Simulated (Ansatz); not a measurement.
## Localised basis functions on random rock-salt (Na, Li, K)Cl solid solution (64 atoms)

Aim: test how closely localised support functions follow the reference on random rock-salt (Na, Li, K)Cl solid solution (64 atoms), and at what cost. A setting counts as converged where the r.m.s. difference of forces stays under 1 % of the r.m.s. force.

Calculated with Ansatz 0.2.0; Kohn-Sham DFT, PBE, PAW (set soft_2), plane waves.

### Step 1. The starting structure

The cell holds 64 atoms: 10 Na, 32 Cl, 11 Li and 11 K. Its edges and angles: a = 11.382 Å, b = 11.382 Å, c = 11.382 Å, α = 90.0°, β = 90.0°, γ = 90.0°. It derives from NaCl and LiCl and KCl. Rock-salt lattice (a = 5.691 Å, the mean of the end members), 2 x 2 x 2 cells, metal sites filled at random with 10 Na, 11 Li, 11 K; then minimised and run for 3 ps at 250 K (NVT) with a classical potential, last frame taken.

Limits known from the start: The host structure and its lattice constant were typed by rule, without a check against the phase diagram. Sampling is at Γ alone, for a cell whose shortest periodic width is 11 Å.

### Step 2. Plane-wave single point

The first run uses the default basis; a harder plane-wave run follows as the reference for the support functions.

File input.yaml:

```yaml
crystal:
  lattice:
    - [11.382, 0.0, 0.0]
    - [0.0, 11.382, 0.0]
    - [0.0, 0.0, 11.382]
  atoms:
    - { symbol: Na, position: [0.98438, 0.00776, 0.00129] }
    - { symbol: Cl, position: [0.2319, 0.01742, 0.00869] }
    - { symbol: Li, position: [0.03543, 0.26491, 0.23995] }
    - { symbol: Cl, position: [0.25698, 0.2624, 0.24767] }
    - { symbol: K, position: [0.24276, 0.99006, 0.2589] }
    - { symbol: Cl, position: [0.97535, 0.02756, 0.24289] }
    - { symbol: Na, position: [0.26116, 0.26625, 0.00388] }
    - { symbol: Cl, position: [0.00606, 0.26021, 0.01172] }
    - { symbol: Na, position: [0.99269, 0.02534, 0.49958] }
    - { symbol: Cl, position: [0.25252, 0.01981, 0.51028] }
    - { symbol: K, position: [0.99853, 0.27038, 0.74261] }
    - { symbol: Cl, position: [0.2639, 0.27959, 0.75917] }
    - { symbol: K, position: [0.2517, 0.00121, 0.76076] }
    - { symbol: Cl, position: [0.98498, 0.0149, 0.74913] }
    - { symbol: Li, position: [0.26689, 0.25525, 0.47557] }
    - { symbol: Cl, position: [0.03497, 0.25169, 0.48092] }
    - { symbol: Li, position: [0.01585, 0.49789, 0.01081] }
    - { symbol: Cl, position: [0.24073, 0.49904, 0.02274] }
    - { symbol: K, position: [0.99184, 0.75601, 0.26526] }
    - { symbol: Cl, position: [0.24514, 0.72136, 0.25216] }
    - { symbol: Li, position: [0.26025, 0.49297, 0.24848] }
    - { symbol: Cl, position: [0.00382, 0.48167, 0.23443] }
    - { symbol: Na, position: [0.25275, 0.74486, 0.00371] }
    - { symbol: Cl, position: [0.00981, 0.74342, 0.0107] }
    - { symbol: K, position: [0.97922, 0.51526, 0.50977] }
    - { symbol: Cl, position: [0.25688, 0.48011, 0.47909] }
    - { symbol: K, position: [0.90975, 0.76453, 0.76959] }
    - { symbol: Cl, position: [0.28061, 0.73588, 0.77687] }
    - { symbol: Li, position: [0.26584, 0.50577, 0.79529] }
    - { symbol: Cl, position: [0.036, 0.52585, 0.77806] }
    - { symbol: K, position: [0.25506, 0.74855, 0.51697] }
    - { symbol: Cl, position: [0.99137, 0.7843, 0.52421] }
    - { symbol: K, position: [0.50825, 0.00259, 0.00819] }
    - { symbol: Cl, position: [0.76042, 0.93509, 0.92501] }
    - { symbol: Li, position: [0.49775, 0.26425, 0.2588] }
    - { symbol: Cl, position: [0.71551, 0.23065, 0.19932] }
    - { symbol: Na, position: [0.74066, 0.0102, 0.27863] }
    - { symbol: Cl, position: [0.50835, 0.0273, 0.27113] }
    - { symbol: Na, position: [0.75872, 0.2611, 0.97987] }
    - { symbol: Cl, position: [0.49718, 0.26785, 0.98296] }
    - { symbol: Na, position: [0.5069, 0.02226, 0.50514] }
    - { symbol: Cl, position: [0.7522, 0.00945, 0.52456] }
    - { symbol: Li, position: [0.48952, 0.27076, 0.75964] }
    - { symbol: Cl, position: [0.72275, 0.26076, 0.75084] }
    - { symbol: Li, position: [0.74548, 0.04758, 0.74045] }
    - { symbol: Cl, position: [0.51432, 0.02279, 0.74244] }
    - { symbol: Li, position: [0.69606, 0.22046, 0.54017] }
    - { symbol: Cl, position: [0.47949, 0.25273, 0.51652] }
    - { symbol: Na, position: [0.48952, 0.49782, 0.00751] }
    - { symbol: Cl, position: [0.76444, 0.50553, 0.98714] }
    - { symbol: K, position: [0.4952, 0.75188, 0.26025] }
    - { symbol: Cl, position: [0.74339, 0.70867, 0.29291] }
    - { symbol: Na, position: [0.74795, 0.46847, 0.22867] }
    - { symbol: Cl, position: [0.48924, 0.48055, 0.2413] }
    - { symbol: Na, position: [0.74928, 0.73177, 0.05012] }
    - { symbol: Cl, position: [0.49718, 0.74045, 0.00767] }
    - { symbol: K, position: [0.53259, 0.51254, 0.50499] }
    - { symbol: Cl, position: [0.75975, 0.38921, 0.44336] }
    - { symbol: K, position: [0.55802, 0.76407, 0.76633] }
    - { symbol: Cl, position: [0.74329, 0.62024, 0.63794] }
    - { symbol: Li, position: [0.70572, 0.46421, 0.79189] }
    - { symbol: Cl, position: [0.49762, 0.4973, 0.77103] }
    - { symbol: Li, position: [0.73872, 0.78858, 0.4923] }
    - { symbol: Cl, position: [0.51437, 0.78714, 0.51136] }
kpoints:
  mp_grid: { grid: [1, 1, 1] }
hamiltonian:
  xc: pbe
scf:
  occupations: { method: gaussian, width: 0.025 }
output:
  forces: true
  stress: true
  populations: intrinsic
  dos:
    method: { smearing: { sigma: 0.1 } }
    de: 0.1
    projected: { site_lists: { Cl: [Cl], K: [K], Li: [Li], Na: [Na] } }
  eigenvalues: true
  write_density: true
  write_potential: true
  volumetric_format: npy
```

The run is started by

```console
$ ansatz run input.yaml --threads 8 --pin off --max-ram 15872MiB --backend cpu --events-out ev --progress --plain --runs-dir out
```

Log:

```text
Engine: ansatz 0.2.0, aarch64-unknown-linux-gnu
Pseudopotentials: kind: paw
Pseudopotential: Na, paw, valence charge 9, recommended cutoff 420 eV (normal), Na.paw.azcp
Pseudopotential: Cl, paw, valence charge 7, recommended cutoff 420 eV (normal), Cl.paw.azcp
Pseudopotential: Li, paw, valence charge 3, recommended cutoff 420 eV (normal), Li.paw.azcp
Pseudopotential: K, paw, valence charge 9, recommended cutoff 420 eV (normal), K.paw.azcp
[... 5 lines on functional and potentials left out ...]
Crystal: 64 atoms, lattice volume = 1474.537 Å³
Basis set: ecut = 420 eV, 28671 PW (Γ), exchange–correlation on 160×160×160 points (8 copies of the dense FFT grid, shifted against one another)
Bands: 287, of which v1, the nominal top of the filled ones, is band 223 counted from 1 (222 counted from 0)
Symmetry: 1 space group operations
Space group: P1 (ITA 1), of the structure as read, at distance tolerance 1.1e-4 Å
k-points: 1
[... 9 lines on functional and potentials left out ...]
Initial density: superposition of atomic densities (neutral atoms: chi_scale 0, normalization atom), corrected by the library's trained network
Initial wavefunctions: pseudopotential atomic-orbital guess
Functional: x = pbe(κ = 0.804, μ = 0.219515), c = pbe(β = 0.066725)
SCF iter   1: F=—  HF=-68689.455527 eV  |F-HF|=—  |Δ(HF+E_count)|=         —  Δρ=6.72e-4  dr2=2.47e-2  ethr=1.77e-3  ⟨swp⟩=6.0  Hψ=1129  notcnv=0  defer=57
preconditioner: auto → Resta (q_TF=auto, 2.235 Å⁻¹)  ε∞=2.7  [insulator: Δε(μ)=4.101 eV  Ē_g=13.232 eV  σ=0.025 eV  W_gap=1.00  n_scr=256 (ndim 8)  ℏωp=17.4 eV  f_vac=0.046  D(μ)=0.00/eV (n_scr^D=0)  ε∞_Penn≈2.7]
SCF iter   2: F=—  HF=-68689.420956 eV  |F-HF|=—  |Δ(HF+E_count)|=   3.46e-2  Δρ=3.00e-4  dr2=4.48e-3  ethr=5.53e-6  ⟨swp⟩=2.0  Hψ=558  notcnv=0  defer=59
SCF iter   3: F=—  HF=-68689.419599 eV  |F-HF|=—  |Δ(HF+E_count)|=   1.36e-3  Δρ=1.34e-4  dr2=6.81e-4  ethr=1.00e-6  ⟨swp⟩=2.0  Hψ=418  notcnv=0  defer=59
SCF iter   4: F=—  HF=-68689.419482 eV  |F-HF|=—  |Δ(HF+E_count)|=   1.17e-4  Δρ=4.83e-5  dr2=7.81e-5  ethr=1.53e-7  ⟨swp⟩=2.0  Hψ=418  notcnv=0  defer=59
SCF iter   5: F=—  HF=-68689.419956 eV  |F-HF|=—  |Δ(HF+E_count)|=   4.75e-4  Δρ=1.75e-5  dr2=4.46e-6  ethr=1.75e-8  ⟨swp⟩=2.0  Hψ=450  notcnv=0  defer=59
SCF iter   6: F=—  HF=-68689.419960 eV  |F-HF|=—  |Δ(HF+E_count)|=   3.96e-6  Δρ=5.30e-6  dr2=4.14e-7  ethr=1.00e-9  ⟨swp⟩=2.0  Hψ=450  notcnv=0  defer=59
SCF iter   7: F=-68689.419961 eV  HF=-68689.419961 eV  |F-HF|=1.60e-8  |Δ(HF+E_count)|=   2.59e-7  Δρ=1.33e-6  dr2=2.59e-8  ethr=2.24e-11  ⟨swp⟩=19.0  Hψ=2449  notcnv=0
SCF 1 converged in 7 iterations: F = -68689.419961 eV  dr2 = 2.59e-8
  greatest PAW one-centre occupation: 1.000 electrons in one spin orbital (limit 2), on the Li atom at site 60 (counted from 0), in its partial waves of l = 0
SCF converged after 7 iterations
Free energy (F): -68689.419961 eV
Harris-Foulkes:  -68689.419961 eV  (|F-HF|=1.60e-8)
Internal energy: -68689.419961 eV  (E = F + TS)
E sigma→0 (E₀):  -68689.419961 eV
Fermi energy:    4.198686 eV
--- Per-component energies (eV) ---
  E_band       = -4858.821015
  E_kinetic    = 9446.884986
  E_local      = -28913.186796  (includes V_loc(G=0)·N_el)
  E_nonlocal   = 1837.681034
  E_hartree    = 9972.489283
  E_xc         = -5456.762944
  E_vxc        = -6415.976405  (∫ρ·V_xc dr)
  E_paw        = -32563.984291  (= ΣΔE_a)
  E_vpaw       = -759.201165  (= ΣTr[D̂ρ^β])
  E_aug_tail   = 0.002651  (compensation charges beyond the density's cutoff)
  E_ewald      = -23012.543885
  E_smearing   = -0.000000  (= −TS)
  E_closure    = 0.000000  (closes the sum)
  Σ components = -68689.419961   (vs F -68689.419961, Δ=0.00e0)
--- Forces (eV/Å), atoms counted from 1 ---
  atom   1  Na     0.23292153    -0.01818360    -0.08530489
  atom   2  Cl     0.09316102    -0.17791072     0.11471340
  atom   3  Li    -0.04294811     0.10342304     0.17219375
  atom   4  Cl     0.15079812    -0.03041317     0.08163556
  atom   5  K     -0.06913625     0.15729257     0.04124609
  atom   6  Cl    -0.13676404    -0.08902401     0.09718261
  atom   7  Na    -0.20739149    -0.20793857    -0.09015653
  atom   8  Cl    -0.22232044     0.00203020     0.07788466
  atom   9  Na     0.32303637    -0.01660315     0.06726976
  atom  10  Cl     0.02990902     0.12231328    -0.23579872
  atom  11  K      0.25044692     0.22382175    -0.09750724
  atom  12  Cl     0.27790327     0.09924482     0.06111475
  atom  13  K     -0.07901162     0.06517002    -0.14352492
  atom  14  Cl    -0.27401794     0.11136967     0.00031792
[...]
atom  63  Li    -0.01483562    -0.35743427     0.16162521
  atom  64  Cl     0.31698639     0.02696093    -0.07259811
  max |Σ_I F_I| component: 7.90e-5 eV/Å
--- Stress (GPa, compression-positive) ---
        1.575795       0.136928      -0.034397
        0.136928       1.504509       0.093464
       -0.034397       0.093464       2.840253
  P = ⅓ Tr σ = 1.9735 GPa (19.735 kbar)
--- Band table (eV) ---
  k-point 0: bands = ["-48.6928", "-48.4687", "-48.1110", "-47.8820", [... 271 levels ...], "10.4259", "10.4550", "10.4979", "10.5280", "10.5516", "10.5637", "10.6350", "10.6497", "10.7164", "10.7687", "10.8113", "10.8203"]
--- intrinsic populations: 64 sites ---
  site symbol       q [e]
     0     Na      8.2948
     1     Cl      7.7409
     2     Li      2.2989
[...]
63     Cl      7.7438
  spilling = 0.000000 (of n_electrons = 446.000000)
```

The job ended after 6.9 s (8 threads of Arm Neoverse V2, shared host; peak memory 1.6 GiB; 50 s of CPU time).

Reading the cycles: dr2 is the Hartree energy of the density residual (eV), the measure of convergence; HF is the Harris–Foulkes estimate of the energy, which meets the free energy F at convergence.

The run gave:

| Quantity | Value |
| --- | --- |
| free energy | -68689.4200 eV |
| free energy per atom | -1073.2722 eV/atom |
| SCF cycles | 7 |
| pressure | 1.974 GPa |
| r.m.s. force component | 0.1759 eV/Å |
| longest force | 0.5918 eV/Å |
| Fermi energy | 4.199 eV |
| gap (highest filled to lowest empty level) | 4.102 eV |

The r.m.s. force component of 0.18 eV/Å sets the scale for the differences below.

### Step 3. Plane waves at 750 eV (750 eV)

The grid of the support functions holds more waves than the default cutoff, so they are judged against a harder plane-wave run.

input.yaml, the sections that differ from step 2:

```yaml
output:
  forces: true
  eigenvalues: true
basis:
  ecutwfc: "750 eV"
# crystal, kpoints, hamiltonian, scf: as in step 2
```

Log:

```text
[...]
Crystal: 64 atoms, lattice volume = 1474.537 Å³
Basis set: ecut = 750 eV, 68699 PW (Γ), exchange–correlation on 216×216×216 points (8 copies of the dense FFT grid, shifted against one another)
Bands: 287, of which v1, the nominal top of the filled ones, is band 223 counted from 1 (222 counted from 0)
Symmetry: 1 space group operations
[...]
k-points: 1
[...]
SCF iter   1: F=—  HF=-68689.467681 eV  |F-HF|=—  |Δ(HF+E_count)|=         —  Δρ=6.76e-4  dr2=2.47e-2  ethr=1.77e-3  ⟨swp⟩=6.0  Hψ=1129  notcnv=0  defer=57
[...]
SCF iter   3: F=—  HF=-68689.431677 eV  |F-HF|=—  |Δ(HF+E_count)|=   1.33e-3  Δρ=1.33e-4  dr2=6.69e-4  ethr=1.00e-6  ⟨swp⟩=2.0  Hψ=418  notcnv=0  defer=32
automatic band count: iteration 3 solves 259 bands in place of 287: the levels show a gap, and the empty bands left out lie too high to hold charge; the band table lists the bands solved (type scf.n_extra_bands for more)
SCF iter   4: F=—  HF=-68689.431570 eV  |F-HF|=—  |Δ(HF+E_count)|=   1.07e-4  Δρ=4.81e-5  dr2=7.71e-5  ethr=1.50e-7  ⟨swp⟩=2.0  Hψ=417  notcnv=0  defer=32
[...]
SCF iter   7: F=-68689.433252 eV  HF=-68689.433252 eV  |F-HF|=1.74e-8  |Δ(HF+E_count)|=   2.22e-7  Δρ=1.15e-6  dr2=2.11e-8  ethr=2.24e-11  ⟨swp⟩=16.0  Hψ=1360  notcnv=0
SCF 1 converged in 7 iterations: F = -68689.433252 eV  dr2 = 2.11e-8
[...]
SCF converged after 7 iterations
Free energy (F): -68689.433252 eV
[...]
Internal energy: -68689.433252 eV  (E = F + TS)
E sigma→0 (E₀):  -68689.433252 eV
Fermi energy:    4.198689 eV
[...]
Σ components = -68689.433252   (vs F -68689.433252, Δ=0.00e0)
--- Forces (eV/Å), atoms counted from 1 ---
  atom   1  Na     0.23288946    -0.01816092    -0.08526474
  atom   2  Cl     0.09337706    -0.17799875     0.11471831
  atom   3  Li    -0.04293180     0.10338625     0.17218154
  atom   4  Cl     0.15084082    -0.03041394     0.08188925
[...]
atom  64  Cl     0.31700616     0.02679751    -0.07258229
  max |Σ_I F_I| component: 5.51e-5 eV/Å
--- Band table (eV) ---
[...]
```

Elapsed: 9.4 s, on 8 threads; peak memory 3.3 GiB; 71 s of CPU time.

Forces differ from the reference by 0.081 meV/Å r.m.s., 0.046 % of their size, well within a tolerance of 1 %; the energy by -0.21 meV/atom.

### Step 4. Support functions medium

With localised support functions most steps grow linearly with size, though the diagonalisation grows faster unless the density matrix is cut; this run measures error and cost at this size. Besides, the program derives a nominal cutoff of 420 eV for this run, against the reference's 750.

This step: Kohn-Sham DFT, PBE, PAW (set soft_2), localised support functions (medium) (Ansatz 0.2.0).

input.yaml, the sections that differ from step 3:

```yaml
scf:
  occupations: { method: gaussian, width: 0.025 }
  eigensolver: { kind: { support_functions: { accuracy: medium } } }
  max_iter: 150
# crystal, kpoints, hamiltonian, output: as in step 3
# basis: removed
```

Log:

```text
Warning: scf.eigensolver.kind.support_functions: disabling space-group detection — the functions' gradient is summed over unrotated k-points, so no spatial operation reduces the k-mesh or symmetrises the density; time reversal is kept, so that k and −k are solved as one point where they differ and the mesh holds both, and exact exchange and, on two spinor components, a DFT+U term hold to it where the run has them: [...]
settings of this run that can trade accuracy for cost: scf.eigensolver.kind.support_functions [...]
[...]
Crystal: 64 atoms, lattice volume = 1474.537 Å³
Basis set: ecut = 420 eV, 28671 PW (Γ), exchange–correlation on 160×160×160 points (8 copies of the dense FFT grid, shifted against one another)
Bands: 268, of which v1, the nominal top of the filled ones, is band 223 counted from 1 (222 counted from 0)
Symmetry: 1 space group operations
k-points: 1
[...]
SCF iter   1: F=—  HF=-68707.681137 eV  |F-HF|=—  |Δ(HF+E_count)|=         —  Δρ=5.04e-2  dr2=5.36e1  ethr=1.00e-1
[...]
SCF iter  11: F=—  HF=-68689.435982 eV  |F-HF|=—  |Δ(HF+E_count)|=   5.06e-4  Δρ=1.75e-5  dr2=3.04e-6  ethr=2.76e-9  κ⁻¹=2.1e-6(r=7)
SCF iter  12: F=-68689.435980 eV  HF=-68689.435981 eV  |F-HF|=4.34e-7  |Δ(HF+E_count)|=   1.28e-6  Δρ=8.12e-6  dr2=6.37e-7  ethr=6.83e-10
SCF 1 converged in 12 iterations: F = -68689.441058 eV  dr2 = 6.37e-7
[...]
SCF converged after 12 iterations
Stability not checked: this state was not tested for a lower state beside it, because the mixer in use, unlike msr1, does not test its closes by its own steps (another_mixer; see scf.mixing.algorithm and scf.lower_state_search)
Free energy (F): -68689.441058 eV
[...]
Internal energy: -68689.441058 eV  (E = F + TS)
E sigma→0 (E₀):  -68689.441058 eV
Fermi energy:    4.198771 eV
[...]
Σ components = -68689.441058   (vs F -68689.441058, Δ=0.00e0)
--- Forces (eV/Å), atoms counted from 1 ---
  atom   1  Na     0.23655239    -0.01273132    -0.08432626
  atom   2  Cl     0.09404285    -0.17912648     0.11478867
  atom   3  Li    -0.04117314     0.10440742     0.17195271
  atom   4  Cl     0.15082150    -0.03068785     0.08218164
[...]
atom  64  Cl     0.31669958     0.02698197    -0.07260013
  max |Σ_I F_I| component: 1.18e-2 eV/Å
--- Band table (eV) ---
[...]
```

Elapsed: 30 s, on 8 threads; peak memory 2.5 GiB.

The program notes that the band table was not solved further than the SCF left it and it switched symmetry off.

Keys that differ from the reference: basis.ecutwfc removed, support_functions.accuracy = "medium" and scf.max_iter = 150.

Forces differ from the reference by 1.3 meV/Å r.m.s., 0.72 % of their size, within a tolerance of 1 %; the energy by -0.12 meV/atom. It took 3.2 times the reference's time (shared host, so rough).

### Step 5. Support functions low

With localised support functions most steps grow linearly with size, though the diagonalisation grows faster unless the density matrix is cut; this run measures error and cost at this size. Besides, the program derives a nominal cutoff of 420 eV for this run, against the reference's 750.

This step: Kohn-Sham DFT, PBE, PAW (set soft_2), localised support functions (low) (Ansatz 0.2.0).

input.yaml, the sections that differ from step 4:

```yaml
scf:
  occupations: { method: gaussian, width: 0.025 }
  eigensolver: { kind: { support_functions: { accuracy: low } } }
  max_iter: 150
# crystal, kpoints, hamiltonian, output: as in step 4
```

Log:

```text
[...]
Crystal: 64 atoms, lattice volume = 1474.537 Å³
Basis set: ecut = 420 eV, 28671 PW (Γ), exchange–correlation on 160×160×160 points (8 copies of the dense FFT grid, shifted against one another)
Bands: 268, of which v1, the nominal top of the filled ones, is band 223 counted from 1 (222 counted from 0)
Symmetry: 1 space group operations
k-points: 1
[...]
SCF iter   1: F=—  HF=-68707.681137 eV  |F-HF|=—  |Δ(HF+E_count)|=         —  Δρ=5.04e-2  dr2=5.36e1  ethr=1.00e-1
[...]
SCF iter   9: F=—  HF=-68689.434761 eV  |F-HF|=—  |Δ(HF+E_count)|=   9.21e-4  Δρ=4.97e-5  dr2=7.88e-5  ethr=1.07e-7  κ⁻¹=4.6e-6(r=7)
SCF iter  10: F=-68689.435473 eV  HF=-68689.435477 eV  |F-HF|=3.43e-6  |Δ(HF+E_count)|=   7.15e-4  Δρ=2.51e-5  dr2=1.23e-5  ethr=1.77e-8
SCF 1 converged in 10 iterations: F = -68689.441055 eV  dr2 = 1.23e-5
[...]
SCF converged after 10 iterations
[...]
Free energy (F): -68689.441055 eV
[...]
Internal energy: -68689.441055 eV  (E = F + TS)
E sigma→0 (E₀):  -68689.441055 eV
Fermi energy:    4.199033 eV
[...]
Σ components = -68689.441055   (vs F -68689.441055, Δ=0.00e0)
--- Forces (eV/Å), atoms counted from 1 ---
  atom   1  Na     0.23645435    -0.01272424    -0.08432565
  atom   2  Cl     0.09404265    -0.17914320     0.11477302
  atom   3  Li    -0.04137704     0.10439764     0.17200587
  atom   4  Cl     0.15083354    -0.03066754     0.08215396
[...]
atom  64  Cl     0.31675887     0.02693720    -0.07265936
  max |Σ_I F_I| component: 1.16e-2 eV/Å
--- Band table (eV) ---
[...]
```

Elapsed: 28 s, on 8 threads; peak memory 2.5 GiB; 3.6 min of CPU time.

Keys that differ from the reference: basis.ecutwfc removed, support_functions.accuracy = "low" and scf.max_iter = 150.

Forces differ from the reference by 1.3 meV/Å r.m.s., 0.73 % of their size, within a tolerance of 1 %; the energy by -0.12 meV/atom. It took 3.0 times the reference's time (shared host, so rough).

(Continued in part 2 of 3.)

[Long decimals in the printed logs are rounded to 6 places.]

[Logs are printed without paths, hosts, clocks, repeated set-up lines and the standing remarks that a program may print on its own settings, such as how far it seeks lower states.]

[Hosts, paths, dates, database ids (printed as entryN), source tags and the programs' standing remarks are cut or masked in the printed files.]
